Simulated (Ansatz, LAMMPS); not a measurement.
# What went wrong? liquid mixture of diethyl ether and H2O at 300 K (219 atoms)

Program: Ansatz 0.2.0. The cell: 36 C, 37 O and 146 H.

File input.yaml:

```yaml
crystal:
  lattice:
    - [13.38629, 0.0, 0.0]
    - [0.0, 13.38629, 0.0]
    - [0.0, 0.0, 13.38629]
  atoms:
    - { symbol: C, position: [0.662, 0.34722, 0.57311] }
    - { symbol: C, position: [0.5831, 0.28558, 0.51137] }
    - { symbol: O, position: [0.5989, 0.18003, 0.53759] }
    - { symbol: C, position: [0.54839, 0.1195, 0.4718] }
    - { symbol: C, position: [0.56722, 0.01249, 0.49866] }
    - { symbol: H, position: [0.73916, 0.31769, 0.56113] }
    - { symbol: H, position: [0.64326, 0.33961, 0.65349] }
    - { symbol: H, position: [0.65136, 0.42206, 0.54813] }
    - { symbol: H, position: [0.50713, 0.30585, 0.52598] }
    - { symbol: H, position: [0.59638, 0.30077, 0.43354] }
    - { symbol: H, position: [0.46394, 0.13011, 0.4762] }
    - { symbol: H, position: [0.57167, 0.13569, 0.39516] }
    - { symbol: H, position: [0.54849, 0.99627, 0.57604] }
    - { symbol: H, position: [0.52263, 0.96528, 0.44974] }
    - { symbol: H, position: [0.64052, 0.99306, 0.49504] }
    - { symbol: C, position: [0.76634, 0.81906, 0.62491] }
    - { symbol: C, position: [0.75244, 0.8721, 0.72756] }
    - { symbol: O, position: [0.83073, 0.94193, 0.74371] }
    [... 195 atom lines left out ...]
    - { symbol: O, position: [0.16285, 0.22933, 0.11809] }
    - { symbol: H, position: [0.19635, 0.16713, 0.14236] }
    - { symbol: H, position: [0.08917, 0.22386, 0.12913] }
    - { symbol: O, position: [0.85334, 0.67857, 0.95336] }
    - { symbol: H, position: [0.88475, 0.73974, 0.92417] }
    - { symbol: H, position: [0.89622, 0.61916, 0.93874] }
kpoints:
  mp_grid: { grid: [1, 1, 1] }
hamiltonian:
  xc: pbe
  dispersion: d4
scf:
  occupations: { method: tetrahedron }
  eigensolver: { kind: { support_functions: { accuracy: low } } }
  max_iter: 100
output:
  forces: true
```

Run with:

```bash
> ansatz run input.yaml --threads 8 --pin off --max-ram 15872MiB --backend cpu --events-out ev --progress --plain --runs-dir out
```

The program printed:

```text
Error: scf.eigensolver.kind.support_functions with scf.occupations.method: tetrahedron|tetrahedron_uncorrected — tetrahedra are not implemented on support functions; set another scf.occupations.method, or use scf.eigensolver.kind: auto
```

The job ended after 0.03 s (8 threads of Intel Xeon Platinum 8488C (Sapphire Rapids), shared host; peak memory 0.045 GiB).

**Question.** What is wrong with this input, and how is it mended?

Tetrahedra on support functions: basis.ecutwfc removed, support_functions.accuracy = "low" and scf.occupations.method = "tetrahedron".

The fix is to go back to the occupations of the reference.

The program refused it before any cycle.

[Logs are printed without paths, hosts, clocks, repeated set-up lines and the standing remarks that a program may print on its own settings, such as how far it seeks lower states.]

[Hosts, paths, dates, database ids (printed as entryN), source tags and the programs' standing remarks are cut or masked in the printed files.]
